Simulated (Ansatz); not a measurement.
# Lattice dynamics of Lu3SnC (Pm-3m), part 2 of 3

Task: relax Lu3SnC (Pm-3m), then find its harmonic phonons.

Ansatz 0.2.0; DFT PBEsol, scalar-relativistic, plane waves, PAW; PAW set soft_1.

So far: The starting structure; Relaxation. The relaxed cell has a = 4.684 Å (conventional setting).

**3. Tight relaxation**

Phonons need a cell at rest on their own settings, so the relaxation is repeated with tight tolerances on forces and stress on the k mesh and occupations of the first response run.

Input file input.yaml:

```yaml
crystal:
  lattice:
    - [4.6840541308, 0.0, 0.0]
    - [0.0, 4.6840541308, 0.0]
    - [0.0, 0.0, 4.6840541308]
  atoms:
    - { symbol: Lu, position: [0.5, 0.0, 0.5] }
    - { symbol: Lu, position: [0.5, 0.5, 0.0] }
    - { symbol: Lu, position: [0.0, 0.5, 0.5] }
    - { symbol: Sn, position: [0.0, 0.0, 0.0] }
    - { symbol: C, position: [0.5, 0.5, 0.5] }
kpoints:
  mp_grid: { grid: [8, 8, 8] }
hamiltonian:
  xc: pbesol
  pseudopotentials: { kind: paw, azcp: { folder: soft_1 }, xc_functional: pbe }
scf:
  occupations: { method: methfessel_paxton, width: 0.2 }
output:
  forces: true
  stress: true
  eigenvalues: true
relax:
  adjacent_minimum: "off"
  f_tol: 0.001
  max_steps: 60
  cell: { stress_tol: 0.01 }
```

Command:

```console
ansatz run input.yaml --threads 4 --pin off --max-ram 10240MiB --backend cpu --events-out ev --progress --plain --runs-dir out
```

Numbers of over 12 decimals in the logs are rounded to 6 here.

Output:

```text
[...]
Crystal: 5 atoms, lattice volume = 102.770 Å³
Basis set: ecut = 420 eV, 2007 PW (Γ), exchange–correlation on 64×64×64 points (8 copies of the dense FFT grid, shifted against one another)
Bands: 56, of which v1, the nominal top of the filled ones, is band 47 counted from 1 (46 counted from 0)
Symmetry: 48 space group operations
[...]
k-points: 35 of 512
[...]
--- Relaxed structure (3 steps of the walk, 3 accepted, 1 SCFs on fresh bases) ---
[...]
cell:  # Å, volume = 102.7539 Å³
    - [4.683812, 0, 0]
    - [0, 4.683812, 0.0]
    - [0, 0.0, 4.683812]
  atoms:
    - { symbol: Lu, position: [0.5, 0, 0.5] }
    - { symbol: Lu, position: [0.5, 0.5, 0] }
    - { symbol: Lu, position: [0, 0.5, 0.5] }
    - { symbol: Sn, position: [0, 0, 0] }
    - { symbol: C, position: [0.5, 0.5, 0.5] }
[key lines of the parts left out:]
SCF converged after 8 iterations
Free energy (F): -50036.366715 eV
Fermi energy:    15.593374 eV
P = ⅓ Tr σ = -0.0001 GPa (-0.001 kbar)
```

Wall time 18 s (4 threads of Arm Neoverse V1, shared host); peak memory 0.55 GiB; 68 s of CPU time.

Little changed from the start: no atom moved by 0.005 Å and no cell edge by 0.1 %.

This step gave:

```
pressure : -7.70e-5 GPa
```

The forces vanish by symmetry and the pressure is 0.000 GPa, within the tolerances set. The cell now holds 20.55 Å³/atom.

**4. Zone-centre response**

The zone centre comes first: it holds the modes that light can see, as far as symmetry allows. No field response is asked, since the mesh shows no gap.

input.yaml, the sections that differ from step 3:

```yaml
crystal:
  lattice:
    - [4.6838116069, 0.0, 0.0]
    - [0.0, 4.6838116069, 0.0]
    - [0.0, 0.0, 4.6838116069]
  atoms:
    - { symbol: Lu, position: [0.5, 0.0, 0.5] }
    - { symbol: Lu, position: [0.5, 0.5, 0.0] }
    - { symbol: Lu, position: [0.0, 0.5, 0.5] }
    - { symbol: Sn, position: [0.0, 0.0, 0.0] }
    - { symbol: C, position: [0.5, 0.5, 0.5] }
output:
  eigenvalues: true
phonons:
  method: dfpt
# kpoints, hamiltonian, scf: as in step 3
# relax: removed
```

Output:

```text
zone centre: on kpoints.mp_grid the ground state, and the responses unless they are solved on pairs of k-points, stand on 125 of the mesh's 512 k-points, reduced under 8 symmetry operations, with k and −k counted as one. Each operation leaves every solved displacement unchanged or reverses it
[...]
Crystal: 5 atoms, lattice volume = 102.754 Å³
Basis set: ecut = 420 eV, 2007 PW (Γ), exchange–correlation on 64×64×64 points (8 copies of the dense FFT grid, shifted against one another)
Bands: 56, of which v1, the nominal top of the filled ones, is band 47 counted from 1 (46 counted from 0)
Symmetry: 48 space group operations
k-points: 125 of 512 (irreducible under 8 space group operations)
[...]
SCF iter   1: F=—  HF=-50039.250633 eV  |F-HF|=—  |Δ(HF+E_count)|=         —  Δρ=6.29e-2  dr2=1.09e1  ethr=3.10e-3  ⟨swp⟩=7.3  Hψ=30083  notcnv=0
[...]
SCF iter  15: F=-50036.366715 eV  HF=-50036.366715 eV  |F-HF|=7.28e-12  |Δ(HF+E_count)|=  7.28e-12  S|Δr|=    0.00e0  Δρ=2.88e-8  dr2=5.21e-13  ethr=1.00e-12  ⟨swp⟩=8.6  Hψ=46312  notcnv=0
SCF 1 converged in 15 iterations: F = -50036.366715 eV  dr2 = 5.21e-13
[...]
DFPT response loops at Γ: preconditioner auto → Kerker (q_TF=auto, 2.683 Å⁻¹) (partly filled bands, converged f_vac=0.000); β = 1.00, the filter's whole step (`scf.mixing.beta` (0.50) is not read by the response loops under this deck's `scf.mixing.preconditioner`; to damp them name `kerker` or `kerker_dos`, under which they read `scf.mixing.beta`, and type it under 1.00, their step now; both keys bind the ground state too); Broyden in place of MSR1
SCF converged after 15 iterations
[...]
Free energy (F): -50036.366715 eV
[...]
Internal energy: -50036.364481 eV  (E = F + TS)
E sigma→0 (E₀):  -50036.366156 eV
Entropy (-TS):   -0.002234 eV (-0.447 meV/atom)
Fermi energy:    15.593374 eV
[...]
--- Band table (eV; the first three rows and the last of 125) ---
  k-point 0: bands = [... 43 lower, 14.1043, 14.1043, 14.8923, 14.8923, 14.8923, 16.2565, 16.2565, 16.2565, ... 5 higher]
  k-point 1: bands = [... 43 lower, 14.1372, 14.5679, 14.6342, 14.6342, 14.9555, 15.6420, 16.6471, 16.6471, ... 5 higher]
  k-point 2: bands = [... 43 lower, 13.9213, 14.2507, 14.2507, 14.5982, 15.1273, 15.7740, 17.4028, 17.4028, ... 5 higher]
  k-point 124: bands = [... 43 lower, 13.4073, 13.4073, 13.4073, 16.2461, 16.2461, 16.2461, 17.4356, 17.4356, ... 5 higher]
--- Phonons (Γ-DFPT): 4 representative perturbations + reference, on 125 of 512 k-points (Σ response iterations 13) ---
  k mesh reduced under 8 symmetry operations, with k and −k counted as one. Each operation leaves every solved displacement unchanged or reverses it
  ASR residual: 3.902e-5 → 0.000e0 eV/Å²; symmetrization residual: 1.712e-6 eV/Å²
  ASR residual per site (eV/Å²): 3.90e-5 3.90e-5 3.90e-5 2.84e-5 1.85e-5
  Γ frequencies (cm⁻¹): 0.00 0.00 0.00 103.86 103.86 103.86 108.69 108.69 108.69 144.50 144.50 144.50 466.31 466.31 466.31
  non-analytic LO–TO correction: not included (Born effective charges unavailable; polar crystals: no LO–TO splitting at Γ)
```

The job ended after 2.1 min (4 threads; peak memory 2.3 GiB; 8.2 min of CPU time).

Numbers from this step:

```
sum-rule residual before enforcement                    : 3.90e-5 eV/Å²
point group                                             : m-3m
highest optical mode at the zone centre (no LO-TO term) : 466.3 cm⁻¹
lowest optical zone-centre mode                         : 103.9 cm⁻¹
```

Patterns of degenerate modes are one choice out of their space. The modes at Γ (shares of kinetic energy by element, %):

| mode | frequency (cm⁻¹) | symmetry | Lu % | Sn % | C % |
| --- | --- | --- | --- | --- | --- |
| 1 | 0.0 | acoustic | 80 | 18 | 2 |
| 2 | 0.0 | acoustic | 80 | 18 | 2 |
| 3 | 0.0 | acoustic | 80 | 18 | 2 |
| 4 | 103.9 | T2u | 100 | 0 | 0 |
| 5 | 103.9 | T2u | 100 | 0 | 0 |
| 6 | 103.9 | T2u | 100 | 0 | 0 |
| 7 | 108.7 | T1u | 18 | 82 | 0 |
| 8 | 108.7 | T1u | 18 | 82 | 0 |
| 9 | 108.7 | T1u | 18 | 82 | 0 |
| 10 | 144.5 | T1u | 98 | 0 | 2 |
| 11 | 144.5 | T1u | 98 | 0 | 2 |
| 12 | 144.5 | T1u | 98 | 0 | 2 |
| 13 | 466.3 | T1u | 3 | 0 | 96 |
| 14 | 466.3 | T1u | 3 | 0 | 96 |
| 15 | 466.3 | T1u | 3 | 0 | 96 |

Displacements in mode 4 (103.9 cm⁻¹), the largest set to 1:
```
Lu1  1.00  0.00  0.50
Lu2 -1.00  0.03  0.00
Lu3  0.00 -0.03 -0.50
Sn4  0.00  0.00  0.00
C5   0.00  0.00  0.00
```

Displacements in mode 15 (466.3 cm⁻¹), the largest set to 1:
```
Lu1  0.00  0.03 -0.01
Lu2  0.00  0.00 -0.05
Lu3  0.00  0.00 -0.01
Sn4  0.00  0.01 -0.01
C5   0.00 -0.56  1.00
```

Before it was imposed, the acoustic sum rule was missed by 3.9e-5 eV/Å². Small misses are needed for a sound result but don't prove that mesh and cutoff are converged. The lowest optical mode is real, 104 cm⁻¹.

**5. The dispersion**

Stability and thermal properties need the whole zone. Linear response on a 2×2×2 q mesh gives force constants as far as a supercell of that size would.

Changes to input.yaml since step 4:

```diff
@@ -22 +22,8 @@
   method: dfpt
+  qmesh: [2, 2, 2]
+  temperatures: { t_max: 1000, t_step: 50 }
+  qpath:
+    path:
+      - [[0.0, 0.0, 0.0], [0.0, 0.5, 0.0], [0.5, 0.5, 0.0], [0.0, 0.0, 0.0], [0.5, 0.5, 0.5], [0.0, 0.5, 0.0]]
+      - [[0.5, 0.5, 0.5], [0.5, 0.5, 0.0]]
+    npoints: 10
```

Output:

```text
[...]
Crystal: 5 atoms, lattice volume = 102.754 Å³
Basis set: ecut = 420 eV, 2007 PW (Γ), exchange–correlation on 64×64×64 points (8 copies of the dense FFT grid, shifted against one another)
Bands: 56, of which v1, the nominal top of the filled ones, is band 47 counted from 1 (46 counted from 0)
Symmetry: 48 space group operations
k-points: 35 of 512
[...]
SCF iter   1: F=—  HF=-50039.249818 eV  |F-HF|=—  |Δ(HF+E_count)|=         —  Δρ=6.29e-2  dr2=1.09e1  ethr=3.10e-3  ⟨swp⟩=7.4  Hψ=8495  notcnv=0
[...]
SCF iter  15: F=-50036.366715 eV  HF=-50036.366715 eV  |F-HF|=1.46e-11  |Δ(HF+E_count)|=  7.28e-12  S|Δr|=    0.00e0  Δρ=4.37e-8  dr2=6.87e-13  ethr=1.00e-12  ⟨swp⟩=9.1  Hψ=13542  notcnv=0
SCF 1 converged in 15 iterations: F = -50036.366715 eV  dr2 = 6.87e-13
[...]
phonons: the bands overlap, so this run is a metal and interpolates without the dipole-dipole term. If the crystal is really an insulator or semiconductor, its LO-TO splitting is missing
NSCF: frozen V_eff on 35 k-points
WARN: eigensolver did not converge in 8 slots of this pass, the one above among them; of largest residual over every band (k=12): 1 band(s) unlocked (lowest unlocked band 55, counted from 0; max residual 1.73e-3 eV among the unlocked bands, 1.73e-3 eV over every band); of lowest unlocked band (k=5): band 55
[...]
DFPT response loops at q = (0, 0, 0) (fractional): preconditioner auto → Kerker (q_TF=auto, 2.683 Å⁻¹) (partly filled bands, converged f_vac=0.000); β = 1.00, the filter's whole step (`scf.mixing.beta` (0.50) is not read by the response loops under this deck's `scf.mixing.preconditioner`; to damp them name `kerker` or `kerker_dos`, under which they read `scf.mixing.beta`, and type it under 1.00, their step now; both keys bind the ground state too); Broyden in place of MSR1
[...]
SCF converged after 15 iterations
[...]
Free energy (F): -50036.366715 eV
[...]
Internal energy: -50036.364481 eV  (E = F + TS)
E sigma→0 (E₀):  -50036.366156 eV
Entropy (-TS):   -0.002234 eV (-0.447 meV/atom)
Fermi energy:    15.593374 eV
[...]
--- Band table (eV; the first three rows and the last of 35) ---
  k-point 0: bands = [... 43 lower, 14.1043, 14.1043, 14.8923, 14.8923, 14.8923, 16.2565, 16.2565, 16.2565, ... 5 higher]
  k-point 1: bands = [... 43 lower, 14.1372, 14.5679, 14.6342, 14.6342, 14.9555, 15.6420, 16.6471, 16.6471, ... 5 higher]
  k-point 2: bands = [... 43 lower, 13.9213, 14.2507, 14.2507, 14.5982, 15.1273, 15.7740, 17.4028, 17.4028, ... 5 higher]
  k-point 34: bands = [... 43 lower, 13.4073, 13.4073, 13.4073, 16.2461, 16.2461, 16.2461, 17.4356, 17.4356, ... 5 higher]
--- Phonons (Γ-DFPT): 4 representative perturbations + reference (Σ response iterations 13) ---
  ASR residual: 2.685e-5 → 0.000e0 eV/Å²; symmetrization residual: 1.381e-6 eV/Å²
  ASR residual per site (eV/Å²): 2.53e-5 2.53e-5 2.53e-5 2.68e-5 2.12e-5
[...]
--- Phonons (arbitrary-q DFPT): 4 irreducible q on the 2×2×2 mesh ---
  q = [0.0000, 0.0000, 0.0000] (star 1, of the zone-centre solve; hermiticity 2.03e-7, symmetrization 6.07e-12): -0.00 -0.00 0.00 103.86 103.86 103.86 108.69 108.69 108.69 144.50 144.50 144.50 466.31 466.31 466.31
  q = [0.0000, 0.0000, -0.5000] (star 3, 9 solved perturbations in 975 linear systems a pass and spin channel, the states on 125 of 512 k-point pairs; hermiticity 2.78e-7, symmetrization 7.31e-9): 70.90 70.90 80.18 84.23 84.23 94.45 112.63 113.11 113.11 136.91 136.91 162.37 451.25 451.25 547.89
[...]
sum rule: each row above includes the acoustic sum rule's correction from the zone centre's row sums; it moved no ω² by more than (0.69 cm⁻¹)²
  mesh force constants: q→R imaginary residual 3.52e-18; ASR residual 2.685e-5 → 0.000e0 eV/Å²; symmetrization residual 1.066e-14 eV/Å²
  interpolated dispersion: 62 rows × 15 modes
  density of states and harmonic sums: on the 14×14×14 q-mesh, interpolated from the force constants of a 2×2×2 supercell (no non-analytic term)
  largest difference from the sums on the solved wave vectors: F 8.31e-2 eV, S 1.15e-4 and C_V 3.22e-5 eV/K
  zero-point energy: 0.170813 eV/cell   skipped modes (ω ≤ 0): 3   left out of the sums: 7.29e-5 of the cell's modes: C_V's classical limit lies that fraction below 3 k_B per atom; for a crystal, a wire or a layer, F and S can be off by more, and a phonons.interpolated_qmesh denser along its periods is the remedy for the sampling
```

It took 9.7 min on 4 threads; peak memory 2.1 GiB; 38 min of CPU time.

This step gave:

| Item | Value |
| --- | --- |
| sum-rule residual before enforcement | 2.68e-5 eV/Å² |
| lowest frequency on the path | 0 cm⁻¹ |
| highest frequency on the path or at a solved wavevector | 547.9 cm⁻¹ |
| mean frequency | 183.7 cm⁻¹ |
| Debye temperature (second moment) | 450 K |
| logarithmic mean frequency | 138.3 cm⁻¹ |
| lowest mode on the q mesh (acoustic modes at Γ apart) | 38.92 cm⁻¹ |
| zero-point energy per atom | 34.16 meV |
| heat capacity at 300 K | 22.68 J/(mol atoms K) |
| vibrational entropy at 300 K | 36.44 J/(mol atoms K) |
| edges of the widest gap between branches, on path and mesh | 199.1, 451.2 cm⁻¹ |

Frequencies (cm⁻¹) solved at each irreducible wavevector; negative means imaginary. Frequencies by wavevector, by row:

| q in reciprocal lattice units | star | mode 1 | mode 2 | mode 3 | mode 4 | mode 13 | mode 14 | mode 15 |
| --- | --- | --- | --- | --- | --- | --- | --- | --- |
| 0 0 0 | 1 | 0 | 0 | 0 | 103.9 | 466.3 | 466.3 | 466.3 |
| 0 0 -0.5 | 3 | 70.9 | 70.9 | 80.2 | 84.2 | 451.2 | 451.2 | 547.9 |
| 0 -0.5 -0.5 | 3 | 38.9 | 81.6 | 81.6 | 88.3 | 460.6 | 526.4 | 526.4 |
| -0.5 -0.5 -0.5 | 1 | 56.9 | 56.9 | 56.9 | 96.5 | 517.1 | 517.1 | 517.1 |

Interpolated from a 2×2×2 q mesh. The phonon branches at the labelled points (cm⁻¹):

| point | branch 1 | branch 2 | branch 3 | branch 4 | branch 12 | branch 13 | branch 14 | branch 15 |
| --- | --- | --- | --- | --- | --- | --- | --- | --- |
| Γ | 0 | 0 | 0 | 104 | 144 | 466 | 466 | 466 |
| halfway | 43 | 43 | 67 | 93 | 154 | 459 | 459 | 508 |
| X | 71 | 71 | 80 | 84 | 162 | 451 | 451 | 548 |
| halfway | 61 | 78 | 79 | 81 | 171 | 456 | 490 | 537 |
| M | 39 | 82 | 82 | 88 | 182 | 461 | 526 | 526 |
| halfway | 56 | 58 | 83 | 85 | 161 | 457 | 499 | 499 |
| Γ | 0 | 0 | 0 | 104 | 144 | 466 | 466 | 466 |
| halfway | 63 | 63 | 76 | 91 | 169 | 494 | 494 | 494 |
| R | 57 | 57 | 57 | 96 | 199 | 517 | 517 | 517 |
| halfway | 63 | 66 | 71 | 89 | 179 | 489 | 490 | 530 |
| X | 71 | 71 | 80 | 84 | 162 | 451 | 451 | 548 |
| jump to R | 57 | 57 | 57 | 96 | 199 | 517 | 517 | 517 |
| halfway | 49 | 67 | 67 | 94 | 189 | 489 | 522 | 522 |
| M | 39 | 82 | 82 | 88 | 182 | 461 | 526 | 526 |

Tetrahedra on a 14×14×14 mesh, mean over bins of 5 cm-1. Interpolated from a 2×2×2 q mesh. Phonon density of states against wavenumber; read off at these points:

wavenumber (cm⁻¹), phonon density of states (1/cm⁻¹/cell) and a bar:
```
        2      0.000 
       18      0.001 
       32      0.005 #
       48      0.026 ####
       62      0.097 ###############
       78      0.106 ################
       92      0.168 #########################
      108      0.070 ###########
      112      0.179 ###########################
      122      0.123 ###################
      138      0.106 ################
      142      0.199 ##############################
      148      0.035 #####
      162      0.031 #####
      178      0.030 ####
      192      0.006 #
      208      0.000 
      222      0.000 
      238      0.000 
      252      0.000 
      268      0.000 
      282      0.000 
      298      0.000 
      312      0.000 
      328      0.000 
      342      0.000 
      358      0.000 
      372      0.000 
      388      0.000 
      402      0.000 
      412      0.000 
      428      0.000 
      442      0.000 
      458      0.053 ########
      462      0.054 ########
      472      0.032 #####
      488      0.028 ####
      502      0.029 ####
      518      0.047 #######
      532      0.020 ###
      548      0.001
```

The partial phonon density of states has structure finer than the step of the table below, so its rows give means over 25 cm⁻¹, whole bins alone (the curve runs from -10 to 573 cm⁻¹). Peaks (cm⁻¹: height): C 459.5: 0.0474, 485.1: 0.0323, 518.1: 0.0447; Lu 89.0: 0.119, 140.4: 0.130; Sn 114.7: 0.119.

Phonopy on the run's constants, 13x13x13 mesh, Gaussian sigma 4.2 cm-1. Interpolated from a 2×2×2 q mesh. Table of partial phonon density of states by wavenumber; means over each step; values in 1/cm⁻¹/cell:

| wavenumber (cm⁻¹) | C | Lu | Sn |
| --- | --- | --- | --- |
| 25 | 5.5e-5 | 0.00301 | 6.2e-4 |
| 50 | 2.0e-4 | 0.0390 | 0.00355 |
| 75 | 2.3e-4 | 0.0900 | 0.0107 |
| 100 | 5.3e-5 | 0.0795 | 0.0480 |
| 125 | 6.7e-4 | 0.0553 | 0.0567 |
| 150 | 7.2e-4 | 0.0618 | 3.1e-4 |
| 175 | 1.6e-4 | 0.0258 | 1.0e-4 |
| 200 | 1.1e-5 | 0.00339 | 1.2e-7 |
| 225 | 0 | 2.4e-7 | 0 |
| 250 | 0 | 0 | 0 |
| 275 | 0 | 0 | 0 |
| 300 | 0 | 0 | 0 |
| 325 | 0 | 0 | 0 |
| 350 | 0 | 0 | 0 |
| 375 | 0 | 0 | 0 |
| 400 | 0 | 0 | 0 |
| 425 | 7.4e-7 | 0 | 0 |
| 450 | 0.0178 | 6.9e-4 | 6.0e-6 |
| 475 | 0.0337 | 9.5e-4 | 1.8e-5 |
| 500 | 0.0288 | 3.3e-4 | 1.0e-5 |
| 525 | 0.0336 | 8.7e-5 | 1.2e-5 |
| 550 | 0.00398 | 3.8e-6 | 0 |

Harmonic thermodynamic functions per atom, from the density of states. Interpolated from a 2×2×2 q mesh. Thermodynamic functions, by row:

| T (K) | F_vib (meV/atom) | S (J/mol-atom/K) | C_V (J/mol-atom/K) |
| --- | --- | --- | --- |
| 0 | 34.16 | 0 | 0 |
| 50 | 33.37 | 5.18 | 9.991 |
| 100 | 28.17 | 14.56 | 16.54 |
| 200 | 5.81 | 27.59 | 20.85 |
| 300 | -27.62 | 36.44 | 22.68 |
| 400 | -68.98 | 43.09 | 23.55 |
| 500 | -116.5 | 48.4 | 24.01 |
| 600 | -169 | 52.81 | 24.28 |
| 700 | -225.7 | 56.56 | 24.45 |
| 800 | -286.1 | 59.84 | 24.56 |
| 900 | -349.6 | 62.73 | 24.64 |
| 1000 | -416 | 65.33 | 24.69 |

[end of part 2 of 3]

[Logs are printed without paths, hosts, clocks, repeated set-up lines and the standing remarks that a program may print on its own settings, such as how far it seeks lower states.]

[Hosts, paths, dates, database ids (printed as entryN), source tags and the programs' standing remarks are cut or masked in the printed files.]
